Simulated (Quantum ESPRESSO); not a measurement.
# FeClO: which magnetic order is lowest, part 2 of 2

A self-consistent run ends on one state, which hangs on the start. Several orders of FeClO are started in Quantum ESPRESSO and their energies compared.

Quantum ESPRESSO 7.5; PBEsol with U = 4.5 eV on Fe d (ortho-atomic projectors); plane waves with GBRV 1.5 PBEsol potentials, no spin-orbit coupling.

So far, absolute magnetization (μB): step 2 (run 1, typed as ferro ++) 10.0.

**3. Start 2: antiferro +−**

Contents of pw.in:

```
&CONTROL
  calculation = 'scf'
  prefix = 'pwscf'
  outdir = './tmp'
  pseudo_dir = './pseudo'
  disk_io = 'nowf'
/
&SYSTEM
  ibrav = 0
  celldm(1) = 8
  nat = 6
  ntyp = 4
  ecutwfc = 40
  ecutrho = 280
  nbnd = 39
  occupations = 'smearing'
  smearing = 'fd'
  degauss = 0.00367493
  nspin = 2
  starting_magnetization(1) = 0.25
  starting_magnetization(2) = -0.25
  starting_magnetization(3) = 0
  starting_magnetization(4) = 0
/
&ELECTRONS
  conv_thr = 1.2d-08
  electron_maxstep = 150
  mixing_beta = 0.3
/
ATOMIC_SPECIES
Fe1    55.8450 fe_pbesol_v1.5.uspp.F.UPF
Fe2    55.8450 fe_pbesol_v1.5.uspp.F.UPF
Cl     35.4500 cl_pbesol_v1.4.uspp.F.UPF
O      15.9990 o_pbesol_v1.2.uspp.F.UPF
CELL_PARAMETERS alat
   0.7799844579393    0.0000000000000    0.0000000000000
   0.0000000000000    0.8928955938857    0.0000000000000
   0.0000000000000    0.0000000000000    1.8701202160828
ATOMIC_POSITIONS crystal
Fe1     0.5000000000    0.0000000000    0.1156800000
Fe2     0.0000000000    0.5000000000    0.8843200000
Cl      0.0000000000    0.0000000000    0.3300300000
Cl      0.5000000000    0.5000000000    0.6699700000
O       0.0000000000    0.0000000000    0.9516800000
O       0.5000000000    0.5000000000    0.0483200000
K_POINTS automatic
6 6 6 0 0 0
HUBBARD {ortho-atomic}
U Fe1-3d 4.5000
U Fe2-3d 4.5000
```

On the command line:

```sh
OMP_NUM_THREADS=1 mpirun -n 4 pw.x -nk 4 -in pw.in > pw.out
```

The program printed:

```text
[banner, memory and clock lines left out]
Program PWSCF v.7.5 starts

     Message from routine setup:
     using ibrav=0 with symmetry is DISCOURAGED, use correct ibrav instead

     bravais-lattice index     =            0
     lattice parameter (alat)  =       8.0000  a.u.
     unit-cell volume          =     666.8469 (a.u.)^3
     number of atoms/cell      =            6
     number of atomic types    =            4
     number of electrons       =        58.00
     number of Kohn-Sham states=           39
     kinetic-energy cutoff     =      40.0000  Ry
     charge density cutoff     =     280.0000  Ry
     scf convergence threshold =      1.2E-08
     mixing beta               =       0.3000
     number of iterations used =            8  plain     mixing
     Exchange-correlation= SLA  PW   PSX  PSC
                           (   1   4  10   8   0   0   0)
     Hubbard projectors: ortho-atomic
     Hubbard parameters of DFT+U (Dudarev formulation) in eV:
     U(Fe1-3d) =  4.5000
     U(Fe2-3d) =  4.5000

     Internal variables: lda_plus_u =T, lda_plus_u_kind = 0

     Internal variables: orbital_resolved =F, hub_pot_fix =F, apply_U = F

     celldm(1)=   8.000000  celldm(2)=   0.000000  celldm(3)=   0.000000
     celldm(4)=   0.000000  celldm(5)=   0.000000  celldm(6)=   0.000000

     crystal axes: (cart. coord. in units of alat)
               a(1) = (   0.779984   0.000000   0.000000 )
               a(2) = (   0.000000   0.892896   0.000000 )
               a(3) = (   0.000000   0.000000   1.870120 )

     reciprocal axes: (cart. coord. in units 2 pi/alat)
               b(1) = (  1.282077  0.000000  0.000000 )
               b(2) = (  0.000000  1.119952  0.000000 )
               b(3) = (  0.000000  0.000000  0.534725 )

     PseudoPot. # 1 for Fe read from file:
     fe_pbesol_v1.5.uspp.F.UPF
     Pseudo is Ultrasoft + core correction, Zval = 16.0

     PseudoPot. # 2 for Fe read from file:
     fe_pbesol_v1.5.uspp.F.UPF
     Pseudo is Ultrasoft + core correction, Zval = 16.0

     PseudoPot. # 3 for Cl read from file:
     cl_pbesol_v1.4.uspp.F.UPF
     Pseudo is Ultrasoft + core correction, Zval =  7.0

     PseudoPot. # 4 for O  read from file:
     o_pbesol_v1.2.uspp.F.UPF
     Pseudo is Ultrasoft + core correction, Zval =  6.0

     atomic species   valence    mass     pseudopotential
     Fe1              16.00    55.84500     Fe( 1.00)
     Fe2              16.00    55.84500     Fe( 1.00)
     Cl                7.00    35.45000     Cl( 1.00)
     O                 6.00    15.99900     O ( 1.00)

     Starting magnetic structure
     atomic species   magnetization
     Fe1             0.250
     Fe2            -0.250
     Cl              0.000
     O               0.000

      4 Sym. Ops. (no inversion) found

   Cartesian axes

     site n.     atom                  positions (alat units)
         1        Fe1    tau(   1) = (   0.3899922   0.0000000   0.2163355  )
         2        Fe2    tau(   2) = (   0.0000000   0.4464478   1.6537847  )
         3        Cl     tau(   3) = (   0.0000000   0.0000000   0.6171958  )
         4        Cl     tau(   4) = (   0.3899922   0.4464478   1.2529244  )
         5        O      tau(   5) = (   0.0000000   0.0000000   1.7797560  )
         6        O      tau(   6) = (   0.3899922   0.4464478   0.0903642  )

     number of k points=    64  Fermi-Dirac smearing, width (Ry)=  0.0037
                       cart. coord. in units 2pi/alat
        k(    1) = (   0.0000000   0.0000000   0.0000000), wk =   0.0046296
        k(    2) = (   0.0000000   0.0000000   0.0891208), wk =   0.0092593
        k(    3) = (   0.0000000   0.0000000   0.1782417), wk =   0.0092593
        k(    4) = (   0.0000000   0.0000000  -0.2673625), wk =   0.0046296
        k(    5) = (   0.0000000   0.1866586   0.0000000), wk =   0.0092593
        [... 59 further k-points ...]

     Dense  grid:    52785 G-vectors     FFT dimensions: (  36,  40,  80)

     Smooth grid:    22817 G-vectors     FFT dimensions: (  25,  30,  64)

     Check: negative core charge=   -0.000025
     Generating pointlists ...
     new r_m :   0.1914 (alat units)  1.5308 (a.u.) for type    1
     new r_m :   0.1914 (alat units)  1.5308 (a.u.) for type    2
     new r_m :   0.2307 (alat units)  1.8456 (a.u.) for type    3
     new r_m :   0.1914 (alat units)  1.5308 (a.u.) for type    4

     Initial potential from superposition of free atoms

     starting charge      56.0000, renormalised to      58.0000

     negative rho (up, down):  1.557E-02 1.557E-02

     STARTING HUBBARD OCCUPATIONS:

     =================== HUBBARD OCCUPATIONS ===================
     ------------------------ ATOM    1 ------------------------
     Tr[ns(  1)] (up, down, total) =   5.00000  0.00000  5.00000
     Atomic magnetic moment for atom   1 =   5.00000
     [... lines left out ...]
     ------------------------ ATOM    2 ------------------------
     Tr[ns(  2)] (up, down, total) =   0.00000  5.00000  5.00000
     Atomic magnetic moment for atom   2 =  -5.00000
     [... lines left out ...]
     Number of occupied Hubbard levels =   10.0000

     Atomic wfc used for Hubbard projectors are orthogonalized

     Starting wfcs are   42 randomized atomic wfcs

     Self-consistent Calculation

     iteration #  1     ecut=    40.00 Ry     beta= 0.30
     Davidson diagonalization with overlap
     ethr =  1.00E-02,  avg # of iterations =  4.9

     =================== HUBBARD OCCUPATIONS ===================
     ------------------------ ATOM    1 ------------------------
     Tr[ns(  1)] (up, down, total) =   4.94489  0.32888  5.27377
     Atomic magnetic moment for atom   1 =   4.61601
     [... lines left out ...]
     ------------------------ ATOM    2 ------------------------
     Tr[ns(  2)] (up, down, total) =   0.32890  4.94483  5.27374
     Atomic magnetic moment for atom   2 =  -4.61593
     [... lines left out ...]
     Number of occupied Hubbard levels =   10.5475

     negative rho (up, down):  1.524E-02 1.524E-02

     total energy              =    -630.83141570 Ry
     estimated scf accuracy    <       1.55538631 Ry

     total magnetization       =     0.00 Bohr mag/cell
     absolute magnetization    =     9.64 Bohr mag/cell

     iteration #  2     ecut=    40.00 Ry     beta= 0.30
     Davidson diagonalization with overlap
     ethr =  2.68E-03,  avg # of iterations =  2.1

     negative rho (up, down):  1.501E-02 1.501E-02

     total energy              =    -631.12634375 Ry
     estimated scf accuracy    <       0.15514527 Ry

     total magnetization       =    -0.00 Bohr mag/cell
     absolute magnetization    =     8.98 Bohr mag/cell

     [... further iterations left out ...]

     iteration # 12     ecut=    40.00 Ry     beta= 0.30
     Davidson diagonalization with overlap
     ethr =  1.34E-10,  avg # of iterations =  2.0

     negative rho (up, down):  1.447E-02 1.447E-02

     total energy              =    -631.16185351 Ry
     estimated scf accuracy    <       0.00000003 Ry

     total magnetization       =     0.00 Bohr mag/cell
     absolute magnetization    =     9.20 Bohr mag/cell

     iteration # 13     ecut=    40.00 Ry     beta= 0.30
     Davidson diagonalization with overlap
     ethr =  4.52E-11,  avg # of iterations =  2.0

     negative rho (up, down):  1.447E-02 1.447E-02

     Magnetic moment per site  (integrated on atomic sphere of radius R)
     atom   1 (R=0.191)  charge= 12.8968  magn=  3.8905
     atom   2 (R=0.191)  charge= 12.8967  magn= -3.8905
     atom   3 (R=0.231)  charge=  5.1460  magn=  0.1713
     atom   4 (R=0.231)  charge=  5.1460  magn= -0.1713
     atom   5 (R=0.191)  charge=  5.4234  magn= -0.0088
     atom   6 (R=0.191)  charge=  5.4234  magn=  0.0088

     End of self-consistent calculation

     =================== HUBBARD OCCUPATIONS ===================
     ------------------------ ATOM    1 ------------------------
     Tr[ns(  1)] (up, down, total) =   4.97605  0.74695  5.72300
     Atomic magnetic moment for atom   1 =   4.22910
     [... lines left out ...]
     ------------------------ ATOM    2 ------------------------
     Tr[ns(  2)] (up, down, total) =   0.74694  4.97605  5.72299
     Atomic magnetic moment for atom   2 =  -4.22911
     [... lines left out ...]
     Number of occupied Hubbard levels =   11.4460

     Number of k-points >= 100: set verbosity='high' to print the bands.

     the Fermi energy is     6.4567 ev

!    total energy              =    -631.16185356 Ry
     estimated scf accuracy    <          6.9E-09 Ry
     smearing contrib. (-TS)   =      -0.00000000 Ry
     internal energy E=F+TS    =    -631.16185355 Ry

     The total energy is F=E-TS. E is the sum of the following terms:
     one-electron contribution =    -659.46813232 Ry
     hartree contribution      =     347.49832085 Ry
     xc contribution           =     -90.91578383 Ry
     ewald contribution        =    -228.48034391 Ry
     Hubbard energy            =       0.20408565 Ry

     total magnetization       =    -0.00 Bohr mag/cell
     absolute magnetization    =     9.20 Bohr mag/cell

     convergence has been achieved in  13 iterations
```

Elapsed: 77 s, on 4 MPI ranks of Arm Neoverse V1, shared host; peak memory 0.77 GiB; 5.2 min of CPU time.

Spin moment in the atom's sphere by atom:

```
atom  spin moment in the atom's sphere (μB)
 Fe1                                   3.89
 Fe2                                  -3.89
 Cl3                                   0.17
 Cl4                                  -0.17
  O5                                  -0.01
  O6                                   0.01
```

Read from the output:

```yaml
smearing_term_ts: 5.52e-8 eV
magnetization: 0 μB
absolute_magnetization: 9.195 μB
final_state: antiferromagnetic
```

**4. The states side by side**

An order is kept where moments of 0.15 μB or more survive with the typed signs; meshes match where a doubled cell samples the same k points as the first cell.

Orders:

```
       start        final state  typed order kept  energy over the lowest (meV a seeded atom)  largest site moment (μB)  net moment (μB a cell of the first run)  mesh matched  CPU time (s)
    ferro ++      ferromagnetic               yes                                       43.56                     3.917                                       10           yes         346.5
antiferro +-  antiferromagnetic               yes                                           0                     3.891                                        0           yes         309.6
```

**5. Occupations of the corrected shells in the lowest state**

Occupations of the Hubbard shells:

```
block  type  shell  spin  electrons             occupation numbers
    1   Fe1     3d    up      4.976  0.994 0.995 0.995 0.996 0.997
    1   Fe1     3d  down      0.747  0.060 0.078 0.087 0.248 0.273
    2   Fe2     3d    up     0.7469  0.060 0.078 0.087 0.248 0.273
    2   Fe2     3d  down      4.976  0.994 0.995 0.995 0.996 0.997
```

**6. Results**

| Property | Result |
| --- | --- |
| lowest state found | antiferromagnetic (from antiferro +-) |
| largest site moment | 3.89 μB |
| next state with moments | ferromagnetic, 43.6 meV a seeded atom higher |

In words: Only these 2 starts were compared; other wavevectors, canted and longer-period orders were not.

[Logs and program files are shortened in this print: banners, set-up blocks, solver, clock and traceback lines can be left out without a mark of their own.]

[Logs are printed without paths, hosts, clocks, repeated set-up lines and the standing remarks that a program may print on its own settings, such as how far it seeks lower states.]

[Hosts, paths, dates, database ids (printed as entryN), source tags and the programs' standing remarks are cut or masked in the printed files.]

[Where a cell is said to come from a database of computed structures, the database is the Materials Project.]
